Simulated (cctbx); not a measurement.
# Accept or mend?

Cell a = 4.1720 Å, b = 4.1720 Å, c = 9.5580 Å, α = 90.00°, β = 90.00°, γ = 90.00°; space group P4/nmm (no. 129, origin choice 1).

The data are simulated with cctbx, not measured: Ag Kα, λ = 0.56087 Å, to d = 0.7 Å, 80 % of the full sphere, strongest reflection 40000 counts, noise from counting, a 3 % proportional error and a noise floor of 15 counts (s.d.); no absorption.

An anisotropic refinement with weights 1/σ² prints:

```text
Rint 0.028, 186 unique reflections to 0.70 A
cycle     R1     wR2    GooF  max shift (A)
   1  0.0685  0.1589   8.868   0.00285
   2  0.0536  0.1197   6.680   0.00000
final R1 0.0536 wR2 0.1197 GooF 6.680  parameters 8  data/parameter 23.2
atom        x        y        z      Ueq    occ   su(xyz)  su(Uiso or U11)
Nd1    0.50000  0.00000  0.62051   0.0135  1.000  0.00016  0.0005
Te1    0.00000  0.50000  0.81690   0.0154  1.000  0.00018  0.0006
Zn1    0.50000  0.50000  0.00000   0.0266  1.000  0.00000  0.0012
difference map: max 17.05 min -2.29 rms 0.76
Q1    0.0000  0.0000  0.5000    2   17.05  2.38 A from Nd1
Q2    0.0000  0.5000  0.3961    2    3.80  0.16 A from Nd1
Q3    0.0000  0.0000  0.0000    2    3.40  0.00 A from Zn1
Q4    0.0000  0.5000  0.8445    2    2.40  0.26 A from Te1
Q5    0.0000  0.5000  0.7664    2    2.30  0.48 A from Te1
Q6    0.0000  0.5000  0.2469    2    1.99  1.27 A from Nd1
```

Q: Accept it or mend it, and why?

Mend it. The fault: an atom left out, O at (1/2, 1/2, 1/2). Against the right model at the same level, R1 goes from 0.0071 to 0.0536 and GooF from 0.91 to 6.68 and the top difference peak, 17.1 e/Å³, lies 2.38 Å from Nd1. Q1 is the missing atom. With scattering power missing, scale and phases suffer, so peaks may also grow on the heavy atoms.

The compound is NdZnTeO. The right model at the same level gives:

```text
Rint 0.028, 186 unique reflections to 0.70 A
cycle     R1     wR2    GooF  max shift (A)
   1  0.0384  0.1011   5.676   0.00200
   2  0.0071  0.0162   0.907   0.00000
final R1 0.0071 wR2 0.0162 GooF 0.907  parameters 10  data/parameter 18.6
atom        x        y        z      Ueq    occ   su(xyz)  su(Uiso or U11)
Nd1    0.50000  0.00000  0.62042   0.0146  1.000  0.00002  0.0001
Te1    0.00000  0.50000  0.81701   0.0169  1.000  0.00003  0.0001
Zn1    0.50000  0.50000  0.00000   0.0265  1.000  0.00000  0.0002
O1     0.50000  0.50000  0.50000   0.0271  1.000  0.00000  0.0010
difference map: max 0.66 min -1.04 rms 0.14
Q1    0.0000  0.5000  0.2563    2    0.68  1.18 A from Nd1
Q2    0.0000  0.5000  0.6004    2    0.51  2.07 A from Te1
Q3    0.0000  0.0000  0.3360    4    0.50  1.57 A from O1
Q4    0.0000  0.0000  0.5000    2    0.49  0.00 A from O1
Q5    0.0000  0.5000  0.4044    2    0.49  0.24 A from Nd1
Q6    0.0000  0.0000  0.1723    4    0.44  1.65 A from Zn1
```

Isotropic U is held between 0.0001 and 1 Å² by the program, and listed peak heights are interpolated, so they can pass the grid's maximum.

This is a model crystal, built by substitution and not relaxed, with assumed displacement parameters.

[Middle refinement cycles are left out of these outputs.]

[Logs are printed without paths, hosts, clocks, repeated set-up lines and the standing remarks that a program may print on its own settings, such as how far it seeks lower states.]
